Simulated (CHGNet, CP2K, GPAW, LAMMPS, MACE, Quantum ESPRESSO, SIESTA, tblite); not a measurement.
# Running glassy 67P2O5-20BaO-13Al2O3 (mol %) (86 atoms) with CP2K, part 3 of 3

Aim: run glassy 67P2O5-20BaO-13Al2O3 (mol %) (86 atoms) in CP2K and see how near its forces come to a plane-wave reference, and at what cost.

Program: CP2K 2026.2; the method stands at each step. Banners, paths, timers and routine set-up lines are dropped from the logs unmarked, and long logs keep their key lines alone; longer cuts are marked.

So far. Step 5 (PBE, DZVP-MOLOPT-SR, 600/50 Ry, TRS4 filter 1e-06, SCF …): Against the first run (15 %), the force difference from the reference is 17 %, at 0.76 times the CPU time (10 SCF steps against 16). Step 6 (PBE, DZVP-MOLOPT-SR, 300/50 Ry, diagonalisation): Against the first run (15 %), the force difference from the reference is 16 %, at 0.66 times the CPU time (on 2 against 4 cores): the grid matters here.

## 7. Another try, on a changed input

Level of this step: Kohn-Sham DFT, PBE, GTH-PBE pseudopotentials, Gaussian and plane waves, DZVP-MOLOPT-SR-GTH, diagonalisation (CP2K).

File input.inp:

```
&GLOBAL
  PROJECT cell
  RUN_TYPE ENERGY_FORCE
  PRINT_LEVEL LOW
&END GLOBAL
&FORCE_EVAL
  METHOD QS
  STRESS_TENSOR ANALYTICAL
  &DFT
    BASIS_SET_FILE_NAME BASIS_MOLOPT
    POTENTIAL_FILE_NAME GTH_POTENTIALS
    &MGRID
      CUTOFF 600
      REL_CUTOFF 50
      NGRIDS 5
    &END MGRID
    &QS
      EPS_DEFAULT 1.0E-04
    &END QS
    &SCF
      SCF_GUESS ATOMIC
      EPS_SCF 1.0E-06
      MAX_SCF 25
      ADDED_MOS 14
      &DIAGONALIZATION
        ALGORITHM STANDARD
      &END DIAGONALIZATION
      &SMEAR ON
        METHOD FERMI_DIRAC
        ELECTRONIC_TEMPERATURE [K] 580
      &END SMEAR
      &MIXING
        METHOD BROYDEN_MIXING
        ALPHA 0.3
        NBROYDEN 8
      &END MIXING
      &PRINT
        &RESTART OFF
        &END RESTART
      &END PRINT
    &END SCF
    &XC
      &XC_FUNCTIONAL PBE
      &END XC_FUNCTIONAL
    &END XC
    &PRINT
      &MULLIKEN ON
      &END MULLIKEN
      &HIRSHFELD ON
        SHAPE_FUNCTION DENSITY
      &END HIRSHFELD
      &MO ON
        EIGENVALUES T
        OCCUPATION_NUMBERS T
        MO_INDEX_RANGE 237 260
        &EACH
          QS_SCF 0
        &END EACH
        ADD_LAST NUMERIC
      &END MO
    &END PRINT
  &END DFT
  &SUBSYS
    &CELL
      A 10.71682 0.00000 0.00000
      B 0.00000 10.71682 0.00000
      C 0.00000 0.00000 10.71682
    &END CELL
    &TOPOLOGY
      COORD_FILE_NAME structure.xyz
      COORD_FILE_FORMAT XYZ
    &END TOPOLOGY
    &KIND P
      BASIS_SET DZVP-MOLOPT-SR-GTH-q5
      POTENTIAL GTH-PBE-q5
    &END KIND
    &KIND Ba
      BASIS_SET DZVP-MOLOPT-SR-GTH-q10
      POTENTIAL GTH-PBE-q10
    &END KIND
    &KIND Al
      BASIS_SET DZVP-MOLOPT-SR-GTH-q3
      POTENTIAL GTH-PBE-q3
    &END KIND
    &KIND O
      BASIS_SET DZVP-MOLOPT-SR-GTH-q6
      POTENTIAL GTH-PBE-q6
    &END KIND
  &END SUBSYS
  &PRINT
    &FORCES ON
    &END FORCES
    &STRESS_TENSOR ON
    &END STRESS_TENSOR
  &END PRINT
&END FORCE_EVAL
```

File structure.xyz:

```xyz
86

[... 86 atom lines left out: the same atoms as in the first run ...]
```

Launch:

```console
OMP_NUM_THREADS=1 mpirun -np 4 cp2k.psmp -i input.inp > output.txt
```

Numbers of over 12 decimals in the logs are rounded to 6 here.

The program printed:

```text
CP2K| version string:                                       CP2K version 2026.2
 CP2K| Input file name                                                 input.inp
 GLOBAL| Basis set file name                                        BASIS_MOLOPT
 GLOBAL| Potential file name                                      GTH_POTENTIALS
 GLOBAL| Run type                                                   ENERGY_FORCE
 GLOBAL| Total number of message passing processes                             4
 GLOBAL| Number of threads for this process                                    1
 TOTAL NUMBERS AND MAXIMUM NUMBERS
  Total number of            - Atomic kinds:                                   4
                             - Atoms:                                         86
[... lines left out ...]
                        Smear method:                                FERMI_DIRAC
[... lines left out ...]
 Number of electrons:                                                        496
[... lines left out ...]
  Step     Update method      Time    Convergence         Total energy    Change
[... lines left out ...]
  *** SCF run converged in    18 steps ***
[... lines left out ...]
  Fermi energy:                                                 0.175567
  Total energy:                                             -1164.962088
  Total energy (extrapolated to T->0):                      -1164.962078
[... lines left out ...]
 MO| E(Fermi):            0.175567 a.u.          4.777411 eV
[... lines left out ...]
 !-----------------------------------------------------------------------------!
 !-----------------------------------------------------------------------------!
                           Hirshfeld Charges
  #Atom  Element  Kind  Ref Charge     Population                    Net charge
      1       P      1       5.000          4.543                         0.457
      2       P      1       5.000          4.487                         0.513
      3       P      1       5.000          4.498                         0.502
[...]
85       O      4       6.000          6.370                        -0.370
     86       O      4       6.000          6.197                        -0.197
  Total Charge                                                           -2.550
 !-----------------------------------------------------------------------------!
 ENERGY| Total FORCE_EVAL ( QS ) energy [hartree]          -1164.962082
 FORCES| Atomic forces [hartree/bohr]
 FORCES|   Atom     x               y               z               |f|
 FORCES|      1 -4.80911201E-02  2.00936860E-02  1.05592602E-03   5.21308645E-02
 FORCES|      2  2.66244962E-02  3.20564694E-02 -1.00628825E-02   4.28689005E-02
 FORCES|      3 -8.00939711E-02  6.72052909E-03 -3.36735551E-02   8.71442370E-02
[...]
FORCES|     85 -5.44924131E-04  2.65859922E-02  9.65777584E-04   2.66091084E-02
 FORCES|     86  1.02850824E-02 -1.47937861E-02  2.77627579E-02   3.30969750E-02
 FORCES| Sum    -7.53066585E-03 -2.38239143E-03 -2.99524750E-03
 FORCES| Total atomic force                                       8.44737976E-03
 STRESS| Analytical stress tensor [bar]
 STRESS|                        x                   y                   z
 STRESS|      x       -4.53139827023E+04  -3.28352099133E+01   6.80964314238E+03
 STRESS|      y       -3.28352099133E+01  -2.47855895225E+04  -4.49158241623E+03
 STRESS|      z        6.80964314238E+03  -4.49158241623E+03  -6.70032613262E+04
 STRESS| 1/3 Trace                                            -4.57009445170E+04
```

It took 32 s on 4 MPI ranks of Arm Neoverse V1, shared host; peak memory 3.8 GiB.

The run converged all the same. The fault in the input: integrals screened far too loosely (EPS_DEFAULT 0.0001).

Against the reference:

- r.m.s. difference of force components: 269.6 meV/Å
- longest difference of force vectors: 1232 meV/Å
- force difference over r.m.s. force: 21.8 %
- slope of forces against the reference's: 1.101
- correlation of force components: 0.9849
- energy less the same-level run's: -67.67 meV/atom
- r.m.s. force difference from the same-level run: 197.6 meV/Å

## 8. The ladder

Differences are against the plane-wave reference, forces as r.m.s. over components; share is that over the reference's r.m.s. force, slope the least-squares factor from reference forces to these. Total energies of different programs have different zeros and aren't compared.

```csv
run,"Δ force, r.m.s. (meV/Å)",share (%),slope,Δ pressure (GPa),Δ gap (eV),cores,CPU time,memory (GiB)
reference,-,-,-,-,-,2,21 min,3.7
"CP2K PBE, DZVP-MOLOPT-SR, 600/50 Ry, diagonalisation",182,14.7,1.084,0.458,-0.518,4,4.7 min,5.0
"CP2K PBE, DZVP-MOLOPT-SR, 600/50 Ry, TRS4 filter 1e-03, SCF 1e-04 (coarse)",884,71.5,1.048,1.87,-,4,2.2 min,3.0
"CP2K PBE, TZVP-MOLOPT (SR for Ba, Al), 600/50 Ry, diagonalisation",137,11.1,1.030,-0.400,-0.252,4,14 min,5.1
"CP2K PBE, DZVP-MOLOPT-SR, 600/50 Ry, TRS4 filter 1e-06, SCF 1e-06",215,17.4,1.094,0.567,-,4,3.5 min,3.0
"CP2K PBE, DZVP-MOLOPT-SR, 300/50 Ry, diagonalisation (coarse)",199,16.1,1.082,0.542,-0.518,2,3.1 min,1.7
```

Rows marked coarse were listed beforehand as settings not expected to be converged; some can still land near the reference.

CPU time is summed over cores on a shared host, where runs went side by side, so it is rough. Symmetry, cutoffs, thresholds, outputs and thread counts weren't matched or tuned between programs; memory under MPI is the largest rank's times the ranks.

Mean charges by element (e), by run and scheme:

```csv
run,scheme,P,Ba,Al,O
"CP2K PBE, DZVP-MOLOPT-SR, 600/50 Ry, diagonalisation",Mulliken,+0.72,+1.41,+1.12,-0.39
"CP2K PBE, DZVP-MOLOPT-SR, 600/50 Ry, diagonalisation",Hirshfeld,+0.54,+0.58,+0.57,-0.25
"CP2K PBE, TZVP-MOLOPT (SR for Ba, Al), 600/50 Ry, diagonalisation",Mulliken,+0.80,+1.37,+0.80,-0.40
"CP2K PBE, TZVP-MOLOPT (SR for Ba, Al), 600/50 Ry, diagonalisation",Hirshfeld,+0.55,+0.56,+0.57,-0.25
"CP2K PBE, DZVP-MOLOPT-SR, 600/50 Ry, TRS4 filter 1e-06, SCF 1e-06",Mulliken,+0.71,+1.41,+1.12,-0.39
```

Within one program, basis, potentials and functional, energies share a zero. Each run against its twin at the usual cutoff or grid and solver:

```
                                                              run                                        twin  Δ energy (meV/atom)  Δ force, r.m.s. (meV/Å)         CPU time over the twin's
CP2K PBE, DZVP-MOLOPT-SR, 600/50 Ry, TRS4 filter 1e-03, SCF 1e-04  DZVP-MOLOPT-SR, 600/50 Ry, diagonalisation                 62.9                      840                             0.47
CP2K PBE, DZVP-MOLOPT-SR, 600/50 Ry, TRS4 filter 1e-06, SCF 1e-06  DZVP-MOLOPT-SR, 600/50 Ry, diagonalisation               0.0823                     58.6                             0.76
             CP2K PBE, DZVP-MOLOPT-SR, 300/50 Ry, diagonalisation  DZVP-MOLOPT-SR, 600/50 Ry, diagonalisation                -2.05                      109  0.67 (this twin ran on 4 cores)
```

## 9. What came out

```json
{"nearest in forces": "CP2K PBE, TZVP-MOLOPT (SR for Ba, Al), 600/50 Ry, diagonalisation, 11 %", "its CPU time": "14 min"}
```

What this shows: The PBE runs in local orbitals, coarse settings apart, differ by 11 % (CP2K PBE, TZVP-MOLOPT (SR for Ba, Al), 600/50 Ry, diagonalisation) to 17 % (CP2K PBE, DZVP-MOLOPT-SR, 600/50 Ry, TRS4 filter 1e-06, SCF 1e-06); basis, grid and potentials can all enter. Runs with settings chosen to be coarse differ by 16 % (CP2K PBE, DZVP-MOLOPT-SR, 300/50 Ry, diagonalisation) to 71 % (CP2K PBE, DZVP-MOLOPT-SR, 600/50 Ry, TRS4 filter 1e-03, SCF 1e-04), their programs' other errors included. Of the electronic-structure runs that take under half the reference's CPU time, CP2K PBE, DZVP-MOLOPT-SR, 600/50 Ry, diagonalisation comes nearest, at 15 % in 4.7 min against 21 min. At the same functional, gaps differ from the reference's 1.30 eV by between -0.52 and -0.25 eV. In pressure, CP2K PBE, DZVP-MOLOPT-SR, 600/50 Ry, TRS4 filter 1e-03, SCF 1e-04 misses by +1.9 GPa, at the same functional. Charges hang on scheme and program or settings: among these rows the mean for Ba runs from +0.56 to +1.41 e. With TRS4, tightening the sparsity filter from 1e-03 to 1e-06, and the SCF threshold with it, takes the force difference from the cubic solver from 840 to 59 meV/Å, and the CPU time from 0.47 to 0.76 times the cubic solver's. The reference's pressure holds the uncorrected Pulay stress of its 60 Ry basis, so small pressure differences, and their order, may be the reference's own error. In our tests on small cells the SSSP efficiency potentials stood apart from two norm-conserving sets, for C–F bonds most and for P–O bonds less, so differences between them and other runs here needn't be the other run's error. The quench rate of 20 K/ps is many orders above laboratory rates, so the cell is likely richer in defects and strain than a real sample. The network of bonds at the start is that of the classical potential that made the cell, and needn't be the one that DFT or experiment would give. The reference's pressure of 3.1 GPa belongs to a cell and atoms that aren't relaxed at this level. The electronic-structure runs sample only Γ, in a cell whose shortest periodic width is 11 Å. Spin–orbit coupling is left out, which matters for the levels of the heavy elements.

[Also dropped from logs without a mark: logging warnings of Python, and SIESTA's first energy breakdown and zero terms.]

[Logs are printed without paths, hosts, clocks, repeated set-up lines and the standing remarks that a program may print on its own settings, such as how far it seeks lower states.]

[Hosts, paths, dates, database ids (printed as entryN), source tags and the programs' standing remarks are cut or masked in the printed files.]
